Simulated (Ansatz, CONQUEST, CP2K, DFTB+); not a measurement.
## Amorphous carbon (123 atoms): runs against a plane-wave reference

Density of this cell: 1.80 g/cm³. The cell holds 123 atoms: 123 C. Its edges and angles: a = 11.085 Å, b = 11.085 Å, c = 11.085 Å, α = 90.0°, β = 90.0°, γ = 90.0°. 123 atoms (123 C) placed at random at 1.8 g/cm³, melted at 6000 K for 10 ps at fixed volume with the LCBOP (Los and Fasolino, Phys. Rev. B 68, 024107 (2003)). Quenched from 5000 K to 300 K at 500 K/ps and fixed volume, held 5 ps, then minimised at fixed cell. Then every atom was moved at random, 0.05 Å r.m.s. a Cartesian component.

Geometry: as built.

The reference, a calculation:

```
method                 : Kohn-Sham DFT, PBE, PAW, plane waves (Ansatz 0.2.0); cutoff 420 eV, Γ point, fermi-dirac smearing of 0.05 eV; PAW set soft_2
r.m.s. force component : 2.713 eV/Å
longest force          : 10.65 eV/Å
pressure               : -10.01 GPa
SCF cycles             : 12
time                   : 13 s on 4 threads of Intel Xeon 6975P-C (Granite Rapids), shared host
CPU time               : 44 s
```

Runs, in no order:
A. CONQUEST PBE, grid 40 Ha: Kohn-Sham DFT, PBE, norm-conserving pseudopotentials, pseudo-atomic orbitals (double zeta with polarisation), diagonalisation
B. DFTB+ DFTB 3ob-3-1: third-order SCC-DFTB tight binding, 3ob-3-1 parameters, diagonalisation
C. CP2K PBE, DZVP-UZH, 450/50 Ry, diagonalisation: Kohn-Sham DFT, PBE, GTH-PBE pseudopotentials, Gaussian and plane waves, DZVP-MOLOPT (UZH set), diagonalisation
D. DFTB+ DFTB mio-1-1: SCC-DFTB tight binding, mio-1-1 parameters, diagonalisation

**Question.** Rank the runs by how far their forces lie from the reference's, least first.

C, A, B, D.

```tsv
run	Δ force, r.m.s. (meV/Å)	share of r.m.s. force (%)	CPU time
C. CP2K PBE, DZVP-UZH, 450/50 Ry, diagonalisation	65.1	2.40	7.7 min
A. CONQUEST PBE, grid 40 Ha	308	11.3	6.8 min
B. DFTB+ DFTB 3ob-3-1	627	23.1	1.3 s
D. DFTB+ DFTB mio-1-1	908	33.5	1.2 s
```

Forces of 2.7 eV/Å r.m.s. are well above thermal ones: they come largely from the bond lengths of the classical model and from the random displacements, and they dominate the comparison. The network of bonds at the start is that of the classical potential that made the cell, and needn't be the one that DFT or experiment would give. The electronic-structure runs sample only Γ, in a cell whose shortest periodic width is 11 Å, which is coarse for a cell with partly filled levels.

[Logs are printed without paths, hosts, clocks, repeated set-up lines and the standing remarks that a program may print on its own settings, such as how far it seeks lower states.]

[Hosts, paths, dates, database ids (printed as entryN), source tags and the programs' standing remarks are cut or masked in the printed files.]
